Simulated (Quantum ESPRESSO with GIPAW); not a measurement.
# LiF (Griceite): from the crystal structure to its NMR spectrum

Wanted: NMR shieldings for each site of LiF (Griceite).

What was measured: 19F isotropic shift -204.3 ppm, in “NMR parameters in alkali, alkaline earth and rare earth fluorides from first principle calculations” (2011; arXiv:1105.1645). 7Li isotropic shift -1 ppm, in “Composition and Structure of the solid electrolyte interphase on Na-Ion Anodes Revealed by Exo- and Endogenous Dynamic Nuclear Polarization—NMR Spectroscopy” (2024; PMC11378293), quoting earlier work. 7Li isotropic shift -0.3 ppm, in “Computation of NMR Shielding Constants for Solids Using an Embedded Cluster Approach with DFT, Double-Hybrid DFT, and MP2” (2020; PMC7659039), quoting earlier work. Shifts are on the scales named with the reference lines below.

Method: DFT, PBE, plane-wave PAW (pslibrary 1.0.0 recipes), scalar-relativistic, GIPAW; a patched development version of the program, in Quantum ESPRESSO with GIPAW 8.0dev (patched build).

### Step 1. The structure

The structure is cubic, space group Fm-3m (No. 225). Conventional cell: a = 4.028 Å, b = 4.028 Å, c = 4.028 Å, α = 90.00°, β = 90.00°, γ = 90.00°. Nearest to F lie 6 Li at 2.01 Å. Nearest to Li lie 6 F at 2.01 Å. Farther neighbours and most contacts between anions are not listed.

The cell is an entry of the Crystallography Open Database.

A relaxation of the atoms beforehand (Quantum ESPRESSO with GIPAW) moved none by more than 0.003 Å.

### Step 2. The SCF step

GIPAW is a response on top of the ground state, so the wavefunctions come first. Their errors pass straight into the induced current, hence the tight threshold. No empty states are asked for: the response is solved without them. The mesh has a spacing of 0.34 Å⁻¹ at most. The PAW files were made with ld1.x from the pslibrary 1.0.0 recipes, with GIPAW reconstruction switched on (the recipe of F slightly mended, as the packaged one fails to give a sound file).

The input, scf.in:

```
&control
  calculation = 'scf'
  prefix = 'x'
  outdir = './tmp/'
  pseudo_dir = './'
/
&system
  ibrav = 0
  nat = 2
  ntyp = 2
  ecutwfc = 55
  ecutrho = 330
  nbnd = 5
/
&electrons
  conv_thr = 1.0d-10
  mixing_beta = 0.7
  electron_maxstep = 100
/
ATOMIC_SPECIES
  F 18.998 F.pbe-n-kjpaw_psl.1.0.0-gipaw.UPF
  Li 6.940 Li.pbe-sl-kjpaw_psl.1.0.0-gipaw.UPF
CELL_PARAMETERS angstrom
  0.00000000 2.01400000 2.01400000
  2.01400000 0.00000000 2.01400000
  2.01400000 2.01400000 0.00000000
ATOMIC_POSITIONS crystal
  F 0.50000000 0.50000000 0.50000000
  Li 0.00000000 0.00000000 0.00000000
K_POINTS automatic
  8 8 8 0 0 0
```

Started as:

```sh
$ mpirun -np 4 pw.x -nk 4 -in scf.in > scf.out
```

What it wrote:

```text
using ibrav=0 with symmetry is DISCOURAGED, use correct ibrav instead

     bravais-lattice index     =            0
     lattice parameter (alat)  =       5.3824  a.u.
     unit-cell volume          =     110.2567 (a.u.)^3
     number of atoms/cell      =            2
     number of atomic types    =            2
     number of electrons       =        10.00
     number of Kohn-Sham states=            5
     kinetic-energy cutoff     =      55.0000  Ry
     charge density cutoff     =     330.0000  Ry
     scf convergence threshold =      1.0E-10
     mixing beta               =       0.7000
     number of iterations used =            8  plain     mixing
     Exchange-correlation= SLA-PW-PBX-PBC
                           (   1   4   3   4   0   0   0)
[...]
F                 7.00    18.99800     F ( 1.00)
     Li                3.00     6.94000     Li( 1.00)

     48 Sym. Ops., with inversion, found
[...]
number of k points=    29
[...]
Dense  grid:    11191 G-vectors     FFT dimensions: (  32,  32,  32)

     Smooth grid:     5985 G-vectors     FFT dimensions: (  25,  25,  25)

     Check: negative core charge=   -0.000003

     Initial potential from superposition of free atoms

     starting charge       9.9954, renormalised to      10.0000
     Starting wfcs are    9 randomized atomic wfcs

     Self-consistent Calculation

     iteration #  1     ecut=    55.00 Ry     beta= 0.70
     Davidson diagonalization with overlap
     ethr =  1.00E-02,  avg # of iterations =  1.0

     total energy              =     -74.62233167 Ry
     estimated scf accuracy    <       0.13562703 Ry

     iteration #  2     ecut=    55.00 Ry     beta= 0.70
     Davidson diagonalization with overlap
     ethr =  1.36E-03,  avg # of iterations =  2.9

     total energy              =     -74.66463858 Ry
     estimated scf accuracy    <       0.10375827 Ry

     iteration #  3     ecut=    55.00 Ry     beta= 0.70
     Davidson diagonalization with overlap
     ethr =  1.04E-03,  avg # of iterations =  2.0

     total energy              =     -74.68437975 Ry
     estimated scf accuracy    <       0.00054101 Ry

[...]
total energy              =     -74.68520891 Ry
[...]
iteration #  8     ecut=    55.00 Ry     beta= 0.70
     Davidson diagonalization with overlap
     ethr =  2.25E-11,  avg # of iterations =  6.2

     total energy              =     -74.68520891 Ry
     estimated scf accuracy    <          1.5E-09 Ry

     iteration #  9     ecut=    55.00 Ry     beta= 0.70
     Davidson diagonalization with overlap
     ethr =  1.53E-11,  avg # of iterations =  2.0

     End of self-consistent calculation
     [one-electron energies left out]

!    total energy              =     -74.68520891 Ry
     total all-electron energy =      -215.097938 Ry
     estimated scf accuracy    <          1.2E-11 Ry

     The total energy is the sum of the following terms:
     one-electron contribution =     -27.07428071 Ry
     hartree contribution      =      17.81032176 Ry
     xc contribution           =     -13.38642670 Ry
     ewald contribution        =     -40.94827666 Ry
     one-center paw contrib.   =     -11.08654660 Ry

     convergence has been achieved in   9 iterations
[...]
JOB DONE.
```

The job ended after 1.9 s (4 MPI ranks of Arm Neoverse V1, shared host; peak memory 0.2 GiB; 7.5 s of CPU time).

It converged in 9 cycles to an estimated accuracy of 1e-11 Ry, on 29 irreducible k-points.

### Step 3. GIPAW: job nmr

A uniform field breaks periodicity, so gipaw.x applies it as a wave of small q and takes the limit. It solves for the first-order states, builds the induced current and gets the field at each nucleus by Biot–Savart; the PAW spheres add what the smooth waves miss near the nuclei. pawproj makes the reconstruction use the PAW data sets' own projectors.

The input, nmr.in:

```
&inputgipaw
  job = 'nmr'
  prefix = 'x'
  tmp_dir = './tmp/'
  restart_mode = 'from_scratch'
  verbosity = 'low'
  q_gipaw = 0.01
  spline_ps = .true.
  conv_threshold = 1.0d-11
  use_nmr_macroscopic_shape = .false.
  pawproj(1) = .true.
  pawproj(2) = .true.
/
```

Started as:

```sh
$ mpirun -np 4 gipaw.x -in nmr.in > nmr.out
```

What it wrote:

```text
[banner, memory and clock lines left out]
[a note of our patched build left out]

     Parallelizing q-star over 1 images

     IMPORTANT: XC functional enforced from input :
     Exchange-correlation= PBE
                           (   1   4   3   4   0   0   0)
     Any further DFT definition will be discarded
     Please, verify this is what you really want

     Check: negative core charge=   -0.000003
[...]
alpha_pv=     81.7835 eV

     spline_ps is .false., expect some extrapolation errors

     q-space interpolation up to    66.00 Rydberg

     GIPAW job: nmr
     NMR macroscopic correction: no
[...]
Computing the magnetic susceptibility     isolve=0    ethr=  0.1000E-10
     Starting from scratch
     k-point #    1 of    29      pool #  1    cpu time:       0.3
[...]
End of magnetic susceptibility calculation

     f-sum rule (1st term):
            -7.5175         -0.0000         -0.0000
            -0.0000         -7.5175         -0.0000
            -0.0000         -0.0000         -7.5175

     f-sum rule (2nd term):
            -0.3407         -0.0000         -0.0000
            -0.0000         -0.3407         -0.0000
            -0.0000         -0.0000         -0.3407

     f-sum rule (should be    -7.8557):
            -7.8582         -0.0000         -0.0000
            -0.0000         -7.8582         -0.0000
            -0.0000         -0.0000         -7.8582

[... susceptibilities left out ...]
     Contributions to the NMR chemical shifts: -------------------------------

     Macroscopic shape contribution in ppm:                    0.00
             0.0000          0.0000          0.0000
             0.0000          0.0000          0.0000
             0.0000          0.0000          0.0000

     Core contribution in ppm:

     Atom  1  F   pos: (  0.707107  0.707107  0.707107)  core sigma:         306.42
     Atom  2  Li  pos: (  0.000000  0.000000  0.000000)  core sigma:           0.00

     Bare contribution in ppm:

     Atom  1  F   pos: (  0.707107  0.707107  0.707107)  bare sigma:         103.00
[...]
Atom  2  Li  pos: (  0.000000  0.000000  0.000000)  bare sigma:          12.12
[...]
Diamagnetic contribution in ppm:

     Atom  1  F   pos: (  0.707107  0.707107  0.707107)  dia sigma:          43.35
[...]
Atom  2  Li  pos: (  0.000000  0.000000  0.000000)  dia sigma:          70.72
[...]
Paramagnetic contribution in ppm:

     Atom  1  F   pos: (  0.707107  0.707107  0.707107)  para sigma:         206.75
[...]
Atom  2  Li  pos: (  0.000000  0.000000  0.000000)  para sigma:          -1.46
[...]
Paramagnetic US occ-occ contribution in ppm:

     Atom  1  F   pos: (  0.707107  0.707107  0.707107)  para_oo sigma:          -0.70
[...]
Atom  2  Li  pos: (  0.000000  0.000000  0.000000)  para_oo sigma:          -0.01
[...]
Paramagnetic US L_R Q_R contribution in ppm:

     Atom  1  F   pos: (  0.707107  0.707107  0.707107)  para_lq sigma:        -296.94
[...]
Atom  2  Li  pos: (  0.000000  0.000000  0.000000)  para_lq sigma:          -0.24
[...]
Total NMR chemical shifts in ppm: ---------------------------------------
     (adopting the Simpson convention for anisotropy and asymmetry)-----------

     Atom  1  F   pos: (  0.707107  0.707107  0.707107)  Total sigma:         361.88
           361.8761         -0.0000         -0.0000
            -0.0000        361.8761         -0.0000
            -0.0000         -0.0000        361.8761

     F       1    anisotropy:      0.00    eta:    0.0000
[...]
Atom  2  Li  pos: (  0.000000  0.000000  0.000000)  Total sigma:          81.13
            81.1323          0.0000         -0.0000
             0.0000         81.1323          0.0000
            -0.0000          0.0000         81.1323

     Li      2    anisotropy:     -0.00    eta:    0.0000
[...]
```

The job ended after 15 s (4 MPI ranks; peak memory 0.19 GiB; 61 s of CPU time).

The f-sum rule is met to 0.0025 of 7.9 (0.03 %). Converged shieldings require that this miss be small, but a small miss does not prove them.

From the symmetric part of each tensor, with principal values σ11 ≤ σ22 ≤ σ33: σ_iso is their mean, the span is σ33 − σ11 and the skew 3(σ_iso − σ22)/span. (gipaw.x prints an anisotropy in another convention.)

```
site  atom no.  atoms in cell  σ_iso (ppm)  span (ppm)  skew
   F         1              1        361.9         0.0     -
  Li         2              1        81.13        0.00     -
```

The macroscopic shape term is switched off. For a spherical sample the valence susceptibility of this run would add about 7 ppm to every site, a rough estimate, since the susceptibility converges slowly and lacks part of the PAW terms. Differences within the crystal don't depend on it, but shieldings of different compounds can't be compared to better than a few ppm without it.

F and Li sit on cubic site symmetry, where the tensor must be isotropic.

### Step 4. From shieldings to shifts

A shielding is counted from the bare nucleus and a shift from a reference compound, with the opposite sign. A fitted line does better than one reference, as its slope takes up part of the functional's error. For ¹H and ⁷Li, with little paramagnetic shielding, slope and scatter come mostly from geometry, vibration and the shape term.

Shifts follow from reference lines fitted to measured solids with this functional and these files. 19F: δ = (115.9 − σ) / 1.171, zero at CFCl3, fitted to 6 measured values, from BaF2, CdF2, KF, MgF2, NaF and ZnF2, with a scatter of 6.7 ppm r.m.s. (this compound left out) (CaF2 fall off this line, as semilocal functionals put their cations' empty d or f shells too low, and are left out), on σ without the shape term; 7Li: δ = (88.17 − σ), zero at aqueous Li+, fitted to 4 measured values, from Li2O, Li2S, LiBr and LiCl, with a scatter of 1.2 ppm r.m.s. (this compound left out), with σ taken with the shape term of a sphere (7.1 ppm here). Kinds of site that fitted badly were split off after the misses were seen, so the scatter is that of the points kept.

Covalently bonded atoms count as neighbours within 1.18 times the sum of their radii. Otherwise a cation's neighbours lie within 1.2 times its shortest bond (1.3 for large cations, each anion's radius taken off where they differ), and an anion's are the cations that count it.

```
site  atom no.  atoms in cell  surroundings  bonds (Å)  δ_iso (ppm)
   F         1              1  bound to Li6      2.014       -210.1
  Li         2              1          LiF6      2.014        -0.10
```

Simulated spectrum, 19F MAS at 60 kHz, 20 T (801.6 MHz), lines broadened by 2 ppm; rigid lattice, with dipolar and J couplings left out: a single narrow line at -210.1 ppm.

### Step 5. Cost against result

Each row names what was changed: another mesh tests the sampling of the zone; another cutoff tests the basis; another functional shows how far the paramagnetic term hangs on the exchange-correlation form.

Changes of σ_iso (ppm) against the run above (PBE, cutoffs 55 and 330 Ry, mesh 8×8×8, 69 s). Times are CPU times of pw.x and gipaw.x together, on 4 MPI ranks of Arm Neoverse V1, shared host; on a shared host they are rough.

```
                                      run  CPU time  f-sum miss     F     Li
                            mesh 10×10×10   1.8 min      0.0025  +0.0  -0.00
cutoffs 40 and 330 Ry (coarse on purpose)      60 s       0.013  -0.7  +0.08
           mesh 5×5×5 (coarse on purpose)      30 s      0.0042  -0.8  -0.01
                                 Wu-Cohen      67 s      0.0025  -4.6  -0.24
```

The largest move is -4.6 ppm, on F, from Wu-Cohen.

### Step 6. Against experiment

```
                 quantity  site  measured  calculated  difference
19F isotropic shift (ppm)     F    -204.3      -210.1        -5.8
7Li isotropic shift (ppm)    Li        -1       -0.10       +0.90
7Li isotropic shift (ppm)    Li      -0.3       -0.10       +0.20
```

### Step 7. Summary of results

```yaml
19f_shift: -210.1 ppm
7li_shift: -0.10 ppm
```

What this shows: 19F has one site (bound to Li6), with isotropic shift -210.1 ppm. 7Li has one site (LiF6), with isotropic shift -0.10 ppm. Verdict on the shifts: 19F good, missed by 5.8 ppm at most, within the scatter of its line; 7Li good, missed by 0.91 ppm at most, within the scatter of its line. Going to mesh 10×10×10 changes no isotropic shielding by more than 0.008 ppm, so the main run is converged in that respect. A higher cutoff was not carried through on these files. The cheaper run with mesh 5×5×5 takes about 45 % of the time and is off by 0.77 ppm on F. The largest change with the functional is 4.6 ppm in absolute shielding; part of that drops out once each functional has its own reference line. This build of gipaw.x prints that it is not audited and that its numbers are no references by themselves. It also reports spline_ps as false although the input sets it; why was not traced.

[Banner, clock, file and message-heading lines were taken out of the pw.x and gipaw.x logs.]

[Logs are printed without paths, hosts, clocks, repeated set-up lines and the standing remarks that a program may print on its own settings, such as how far it seeks lower states.]

[Hosts, paths, dates, database ids (printed as entryN), source tags and the programs' standing remarks are cut or masked in the printed files.]

[Where no reference line passes its bar on scatter, no shift is given, so a measured shift of this compound may stand uncompared.]
